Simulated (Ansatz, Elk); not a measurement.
# Bonding as seen by X-rays: NaMnBr3

Structure refinements treat a crystal as free atoms side by side. For a made-up structure of NaMnBr3 (cell and positions from a PBEsol relaxation) the runs below show what the calculated density changes in F(hkl).

Method: DFT, PBE, all-electron APW+lo, Dirac cores, scalar-relativistic bands, static density, ferromagnetic start, in Elk 11.2.3 (patched build).

The structure was built from a prototype and need not be the compound's stable phase.

## 1. Set-up

It takes space group Pm-3m (No. 221, cubic). Conventional cell: a = 5.222 Å, b = 5.222 Å, c = 5.222 Å, α = 90.00°, β = 90.00°, γ = 90.00°. Br has 2 Mn at 2.61 Å and 4 Na at 3.69 Å nearest. Mn has 6 Br at 2.61 Å nearest. Nearest to Na lie 12 Br at 3.69 Å. Farther neighbours and most contacts between anions are not listed.

Structure file:

```cif
data_structure
_symmetry_space_group_name_H-M 'Pm-3m'
_symmetry_Int_Tables_number 221
_cell_length_a 5.2218
_cell_length_b 5.2218
_cell_length_c 5.2218
_cell_angle_alpha 90.000
_cell_angle_beta 90.000
_cell_angle_gamma 90.000
_cell_volume 142.38
loop_
_atom_site_label
_atom_site_type_symbol
_atom_site_symmetry_multiplicity
_atom_site_Wyckoff_symbol
_atom_site_fract_x
_atom_site_fract_y
_atom_site_fract_z
_atom_site_occupancy
Br1 Br 3 c 0.00000 0.50000 0.50000 1
Mn1 Mn 1 b 0.50000 0.50000 0.50000 1
Na1 Na 1 a 0.00000 0.00000 0.00000 1
```

## 2. Ground state and structure factors

An all-electron density is needed, since X-rays see the cores too. Task 0 finds the density and task 195 Fourier-transforms it; tshift is off so that phases refer to the origin typed.

Input file elk.in:

```
tasks
  0
  195
  196

xctype
  20

spinpol
  .true.

rgkmax
  7.0

gmaxvr
  14.0

lmaxo
  7

lmaxapw
  8

swidth
  0.002

tshift
  .false.

ramdisk
  .false.

hmaxvr
  5.5

maxscl
  120

epspot
  1e-06

reducebf
  0.8

sppath
  './'

avec
  9.86772144769 0.00000000000 0.00000000000
  0.00000000000 9.86772144769 0.00000000000
  0.00000000000 0.00000000000 9.86772144769

atoms
  3
  'Br.in'
  3
  -0.0000000000 0.5000000000 0.5000000000   0.000000 0.000000 0.000000
  0.5000000000 0.5000000000 0.0000000000   0.000000 0.000000 0.000000
  0.5000000000 0.0000000000 0.5000000000   0.000000 0.000000 0.000000
  'Mn.in'
  1
  0.5000000000 0.5000000000 0.5000000000   0.000000 0.000000 -0.220000
  'Na.in'
  1
  0.0000000000 -0.0000000000 -0.0000000000   0.000000 0.000000 0.000000

ngridk
  4 4 4
```

Launch:

```sh
$ OMP_NUM_THREADS=4 elk
```

Numbers of over 12 decimals in the logs are rounded to 6 here.

What it wrote:

```text
┌─────────────────────────┐
│ Elk code version 11.2.3 │
└─────────────────────────┘

All units are atomic (Hartree, Bohr, etc.)

┌─────────────────────────────────────────────────┐
│ Ground-state run starting from atomic densities │
└─────────────────────────────────────────────────┘

Lattice vectors :
   9.867721448       0.000000000       0.000000000
   0.000000000       9.867721448       0.000000000
   0.000000000       0.000000000       9.867721448

Reciprocal lattice vectors :
  0.6367412518       0.000000000       0.000000000
   0.000000000      0.6367412518       0.000000000
   0.000000000       0.000000000      0.6367412518

Unit cell volume      :    960.8390482
Brillouin zone volume :   0.2581600050

Muffin-tin inner radius fraction :   0.1000000000E-01

Nuclei treated as point charges

Species : 1 (Br)
 parameters loaded from : Br.in
 name : bromine
 nuclear charge    :   -35.00000000
 electronic charge :    35.00000000
 atomic mass :    145656.0816
 muffin-tin radius :    2.400000000
 number of radial points in muffin-tin :    993
 inner part over the whole radius :   0.9934012010E-02
 number on inner part of muffin-tin    :    703
 approximate nuclear radius :   0.7858070945E-04
 number of mesh points to nuclear radius :    344
 atomic positions (lattice), magnetic fields (Cartesian) :
  1 :   0.00000000  0.50000000  0.50000000    0.00000000  0.00000000  0.00000000
  2 :   0.50000000  0.50000000  0.00000000    0.00000000  0.00000000  0.00000000
  3 :   0.50000000  0.00000000  0.50000000    0.00000000  0.00000000  0.00000000

Species : 2 (Mn)
 parameters loaded from : Mn.in
 name : manganese
 nuclear charge    :   -25.00000000
 electronic charge :    25.00000000
 atomic mass :    100145.9370
 muffin-tin radius :    2.400000000
 number of radial points in muffin-tin :    993
 inner part over the whole radius :   0.9953723401E-02
 number on inner part of muffin-tin    :    700
 approximate nuclear radius :   0.7074591925E-04
 number of mesh points to nuclear radius :    330
 atomic positions (lattice), magnetic fields (Cartesian) :
  1 :   0.50000000  0.50000000  0.50000000    0.00000000  0.00000000 -0.22000000

Species : 3 (Na)
 parameters loaded from : Na.in
 name : sodium
 nuclear charge    :   -11.00000000
 electronic charge :    11.00000000
 atomic mass :    41907.78703
 muffin-tin radius :    2.200000000
 number of radial points in muffin-tin :    793
 inner part over the whole radius :   0.9883648912E-02
 number on inner part of muffin-tin    :    551
 approximate nuclear radius :   0.5574345702E-04
 number of mesh points to nuclear radius :    238
 atomic positions (lattice), magnetic fields (Cartesian) :
  1 :   0.00000000  0.00000000  0.00000000    0.00000000  0.00000000  0.00000000

Total number of atoms per unit cell :    5
Total muffin-tin volume :    276.2255813
 ratio of muffin-tin to unit cell volume :   0.2874837173

Spin treatment :
 spin-polarised
 global magnetic field (Cartesian) :    0.000000000       0.000000000       0.000000000
 collinear magnetisation in z-direction

Number of Bravais lattice symmetries :   48
Number of crystal symmetries         :   48
Crystal has inversion symmetry
Real symmetric eigensolver will be used

k-point grid :      4     4     4
k-point offset :    0.000000000       0.000000000       0.000000000
k-point set is reduced with full crystal symmetry group
Total number of k-points :       10

Muffin-tin radius times maximum |G+k| :    7.000000000
 using average radius
Maximum |G+k| for APW functions       :    2.966101695
Maximum (1/2)|G+k|²                   :    4.398879632
Maximum |G| for potential and density :    14.00000000
Constant for pseudocharge density :    8
 order of it for each species :   15  15  15
 order of it for pair densities of each species (exact exchange by exxq0 0: 16) :   10  10   8
Radial integration step length :    1

G-vector grid sizes :     45    45    45
Number of G-vectors :    44395

Maximum angular momentum used for
[...]
total in muffin-tins        :    4.243405304
 total moment                :    4.525943063

RMS change in Kohn-Sham potential (target) :    2.357256122     (  0.1000000000E-05)
Absolute change in total energy (target)   :    3.200636124     (  0.1000000000E-03)

[... loops 3 to 18 left out ...]

┌──────────────────┐
│ Loop number : 19 │
└──────────────────┘

Energies :
 Fermi                       :     0.107627
 sum of occupied eigenvalues :     -5309.9783479996
 electron kinetic            :      9353.7841955750
 core electron kinetic       :      8474.2820863109
 Coulomb                     :     -18151.266252859
 Coulomb potential           :     -14216.746169982
 nuclear-nuclear             :     -968.59034977543
 electron-nuclear            :     -20166.022402103
 Hartree                     :      2983.3464990190
 Madelung                    :     -11042.893167868
 xc potential                :     -446.64502823227
 xc effective B-field        :    -0.371292
 external B-field            :      0.000000
 exchange                    :     -337.05944837692
 correlation                 :     -6.653322
 electron entropic           :    -0.21028149925902E-04
 total energy                :     -9141.1948487799
 (external B-field energy excluded from total)

Density of states at Fermi energy :   0.8163612208
 (states/Hartree/unit cell)

Estimated indirect band gap :   0.2081901941E-01
 from k-point 10 to k-point 1
Estimated direct band gap   :   0.4046589279E-01
 at k-point 6

Charges :
 core                        :    66.00000000
 valence                     :    75.00000000
 interstitial                :    6.902709779
 muffin-tins (core leakage)
  species : 1 (Br)
[...]
species : 2 (Mn)
[...]
species : 3 (Na)
[...]
total in muffin-tins        :    134.0972902
 total calculated charge     :    140.9992764
 total charge                :    141.0000000
 error                       :   0.7236434383E-03

Moments :
 interstitial                :   0.3137159714
 muffin-tins
  species : 1 (Br)
[...]
species : 2 (Mn)
[...]
species : 3 (Na)
[...]
total in muffin-tins        :    4.684582823
 total moment                :    4.998298795

RMS change in Kohn-Sham potential (target) :   0.7767608352E-06 (  0.1000000000E-05)
Absolute change in total energy (target)   :   0.1556332063E-04 (  0.1000000000E-03)

Convergence targets achieved

┌──────────────────┐
│ Loop number : 20 │
└──────────────────┘

Energies :
 Fermi                       :     0.107627
 sum of occupied eigenvalues :     -5309.9783253614
 electron kinetic            :      9353.7841989071
 core electron kinetic       :      8474.2820861105
 Coulomb                     :     -18151.266241503
 Coulomb potential           :     -14216.746168676
 nuclear-nuclear             :     -968.59034977543
 electron-nuclear            :     -20166.022381235
 Hartree                     :      2983.3464895073
 Madelung                    :     -11042.893157165
 xc potential                :     -446.64501811451
 xc effective B-field        :    -0.371289
 external B-field            :      0.000000
 exchange                    :     -337.05944550649
 correlation                 :     -6.653322
 electron entropic           :    -0.21053713796892E-04
 total energy                :     -9141.1948314806
 (external B-field energy excluded from total)

Density of states at Fermi energy :   0.8175327359
 (states/Hartree/unit cell)

Estimated indirect band gap :   0.2081324526E-01
 from k-point 10 to k-point 1
Estimated direct band gap   :   0.4045975337E-01
 at k-point 6

Charges :
 core                        :    66.00000000
 valence                     :    75.00000000
 interstitial                :    6.902710040
 muffin-tins (core leakage)
  species : 1 (Br)
[...]
atom 3                    :    33.54879066     (  0.2296053501E-04)
  species : 2 (Mn)
   atom 1                    :    23.49912308     ( -0.2246776205E-06)
  species : 3 (Na)
   atom 1                    :    9.951794907     ( -0.9715865712E-07)
 total in muffin-tins        :    134.0972900
 total calculated charge     :    140.9992764
 total charge                :    141.0000000
 error                       :   0.7236421197E-03

Moments :
 interstitial                :   0.3137149288
 muffin-tins
  species : 1 (Br)
[...]
atom 3                    :   0.8045634986E-01
  species : 2 (Mn)
   atom 1                    :    4.442386602
  species : 3 (Na)
   atom 1                    :   0.8258469864E-03
 total in muffin-tins        :    4.684581499
 total moment                :    4.998296427

┌──────────────────────────────┐
│ Self-consistent loop stopped │
└──────────────────────────────┘

Wrote STATE.OUT
```

It took 3.7 min on 4 threads of Arm Neoverse N1, shared host; peak memory 0.5 GiB; 10 min of CPU time.

SFACRHO.OUT:

```text

h k l indices transformed by vhmat matrix:
   1.000000000       0.000000000       0.000000000    
   0.000000000       1.000000000       0.000000000    
   0.000000000       0.000000000       1.000000000    

      h      k      l  multipl.   |H|            Re(F)            Im(F)           |F|

      0      0      0      1   0.0000000       141.00000      0.17455277E-15   141.00000    
      0      0      1      6  0.63674125      -45.857091      0.99049598E-14   45.857091    
      0     -1      1     12  0.90048811     -0.52161862      0.15458320E-14  0.52161862    
     -1     -1     -1      8   1.1028682       76.848575      0.12609797E-13   76.848575    
      0      0     -2      6   1.2734825       112.30031      0.18726309E-13   112.30031    
     -1     -2      0     24   1.4237967      -37.574633     -0.13263522E-13   37.574633    
     -2      1      1     24   1.5596912     -0.54697657     -0.12664064E-13  0.54697657    
     -2      2      0     12   1.8009762       98.479003     -0.25227708E-14   98.479003    
     -2      1     -2     24   1.9102238      -33.341845      0.57943287E-16   33.341845    
     -3      0      0      6   1.9102238      -33.413375     -0.23790697E-13   33.413375    
      0      3     -1     24   2.0135526      -1.1356317     -0.38918104E-14   1.1356317    
      3     -1      1     24   2.1118318       60.989150     -0.10795942E-13   60.989150    
      2      2      2      8   2.2057364       89.596989     -0.44868288E-13   89.596989    
      0      3     -2     24   2.2958032      -30.659757      0.18378036E-13   30.659757    
     -3      1      2     48   2.3824676      -1.8536777      0.11796358E-13   1.8536777    
      4      0      0      6   2.5469650       83.103084     -0.27486130E-13   83.103084    
     -1      0      4     24   2.6253514      -28.696981     -0.48733457E-15   28.696981    
      2     -3     -2     24   2.6253514      -28.596886     -0.21635545E-13   28.596886
```

Elk indexes on the primitive cell of elk.in and gives |H| = 4π sin θ/λ in inverse bohr. Below, one row stands for each form hkl of the conventional cell (m members, Friedel mates merged), F is for one primitive cell and the density is static (no thermal factor). Free-atom factors are Waasmaier and Kirfel's, and R is Σm||F|−|F'||/Σm|F|.

| hkl | m | sin θ/λ (Å⁻¹) | abs F, DFT | neutral atoms | diff. | ions | diff. |
| --- | --- | --- | --- | --- | --- | --- | --- |
| 100 | 6 | 0.096 | 45.857 | 45.583 | +0.274 | 45.438 | +0.419 |
| 110 | 12 | 0.135 | 0.522 | 0.284 | +0.237 | 0.722 | -0.200 |
| 111 | 8 | 0.166 | 76.849 | 76.598 | +0.251 | 76.700 | +0.149 |
| 200 | 6 | 0.192 | 112.300 | 112.142 | +0.158 | 112.170 | +0.130 |
| 210 | 24 | 0.214 | 37.575 | 37.525 | +0.050 | 37.579 | -0.004 |
| 211 | 24 | 0.234 | 0.547 | 0.552 | -0.005 | 0.325 | +0.222 |
| 220 | 12 | 0.271 | 98.479 | 98.657 | -0.178 | 98.673 | -0.194 |
| 221 | 24 | 0.287 | 33.342 | 33.418 | -0.076 | 33.487 | -0.146 |
| 300 | 6 | 0.287 | 33.413 | 33.418 | -0.004 | 33.487 | -0.074 |
| 310 | 24 | 0.303 | 1.136 | 1.214 | -0.078 | 1.046 | +0.090 |
| 311 | 24 | 0.318 | 60.989 | 61.217 | -0.228 | 61.009 | -0.020 |
| 222 | 8 | 0.332 | 89.597 | 89.822 | -0.225 | 89.806 | -0.209 |
| 320 | 24 | 0.345 | 30.660 | 30.694 | -0.034 | 30.726 | -0.066 |
| 321 | 48 | 0.358 | 1.854 | 1.891 | -0.037 | 1.796 | +0.058 |

The ions are Na+, Mn2+ and Br−, by formal charge.

## 3. The magnetisation density

The same run holds the spin density, and task 196 transforms it. The order is that of the start, and no other was tried.

SFACMAG_1.OUT:

```text

h k l indices transformed by vhmat matrix:
   1.000000000       0.000000000       0.000000000    
   0.000000000       1.000000000       0.000000000    
   0.000000000       0.000000000       1.000000000    

      h      k      l  multipl.   |H|            Re(F)            Im(F)           |F|

      0      0      0      1   0.0000000       4.9982966     -0.39980668E-17   4.9982966    
      0      0      1      6  0.63674125      -4.2419667      0.47313964E-15   4.2419667    
      0     -1      1     12  0.90048811       3.6797050      0.11889148E-15   3.6797050    
     -1     -1     -1      8   1.1028682      -3.2465966     -0.11344932E-14   3.2465966    
      0      0     -2      6   1.2734825       3.1086512      0.72145493E-15   3.1086512    
     -1     -2      0     24   1.4237967      -2.7704252     -0.10060322E-14   2.7704252    
     -2      1      1     24   1.5596912       2.5015308      0.68306005E-16   2.5015308    
     -2      2      0     12   1.8009762       2.1264683     -0.13909769E-15   2.1264683    
     -2      1     -2     24   1.9102238      -1.9541461     -0.71961151E-15   1.9541461    
     -3      0      0      6   1.9102238      -1.8828005     -0.72250707E-15   1.8828005    
      0      3     -1     24   2.0135526       1.7519246     -0.43738372E-15   1.7519246    
      3     -1      1     24   2.1118318      -1.6379311      0.62596179E-15   1.6379311    
      2      2      2      8   2.2057364       1.5451785     -0.11583709E-14   1.5451785    
      0      3     -2     24   2.2958032      -1.4119150      0.17974574E-15   1.4119150    
     -3      1      2     48   2.3824676       1.3276083      0.82281754E-16   1.3276083    
      4      0      0      6   2.5469650       1.1158534     -0.55019404E-15   1.1158534
```

The total moment is 5.00 μB a cell; sphere moments: Br1 +0.08, Br2 +0.08, Br3 +0.08, Mn4 +4.44, Na5 0.00 μB. Polarised neutrons measure spin and orbital magnetisation together; without spin-orbit coupling the run gives the spin part:

| hkl | sin θ/λ (Å⁻¹) | abs F_M (μB) |
| --- | --- | --- |
| 100 | 0.096 | 4.242 |
| 110 | 0.135 | 3.680 |
| 111 | 0.166 | 3.247 |
| 200 | 0.192 | 3.109 |
| 210 | 0.214 | 2.770 |
| 211 | 0.234 | 2.502 |
| 220 | 0.271 | 2.127 |
| 221 | 0.287 | 1.954 |
| 300 | 0.287 | 1.883 |
| 310 | 0.303 | 1.752 |
| 311 | 0.318 | 1.638 |
| 222 | 0.332 | 1.545 |
| 320 | 0.345 | 1.412 |
| 321 | 0.358 | 1.328 |

## 4. The highest occupied states alone

An energy window below the Fermi level keeps the highest occupied states, to see at which angles they scatter; shallow core shells can lie inside it and anion s states outside. No new self-consistency is needed.

elk.in: that of step 2 with these lines changed.

```diff
@@ -1,5 +1,3 @@
 tasks
-  0
   195
-  196
 
@@ -44,2 +42,5 @@
 
+wsfac
+  -0.333360 0.407630
+
 sppath
```

Launch:

```sh
$ OMP_NUM_THREADS=4 elk
```

What it wrote:

```text
┌─────────────────────────────────┐
│ Elk code version 11.2.3 started │
└─────────────────────────────────┘

Info(readinput): the functional depends on the density's gradient
 muffin-tin radial points multiplied by    2.00000
 (not where nrmtscf is given)

┌────────────────────┐
│ Current task : 195 │
└────────────────────┘

Info(sfacrho): density structure factors written to SFACRHO.OUT

 Energy window :  -0.3333600000      0.4076300000

┌──────────────────┐
│ Elk code stopped │
└──────────────────┘
```

Wall time 27 s (4 threads); peak memory 0.22 GiB; 30 s of CPU time.

States within 12 eV below the Fermi level hold 23.00 electrons; any levels below the window count with the cores. Their amplitudes can exceed the total, where window and core parts have opposite phase:

| hkl | sin θ/λ (Å⁻¹) | abs F, window | abs F, all |
| --- | --- | --- | --- |
| 100 | 0.096 | 8.816 | 45.857 |
| 110 | 0.135 | 1.550 | 0.522 |
| 111 | 0.166 | 1.962 | 76.849 |
| 200 | 0.192 | 7.217 | 112.300 |
| 210 | 0.214 | 3.868 | 37.575 |
| 211 | 0.234 | 2.112 | 0.547 |
| 220 | 0.271 | 2.763 | 98.479 |
| 221 | 0.287 | 2.096 | 33.342 |
| 300 | 0.287 | 2.063 | 33.413 |
| 310 | 0.303 | 1.913 | 1.136 |

(Part 1 of 2 ends here.)

[Logs are printed without paths, hosts, clocks, repeated set-up lines and the standing remarks that a program may print on its own settings, such as how far it seeks lower states.]

[Hosts, paths, dates, database ids (printed as entryN), source tags and the programs' standing remarks are cut or masked in the printed files.]
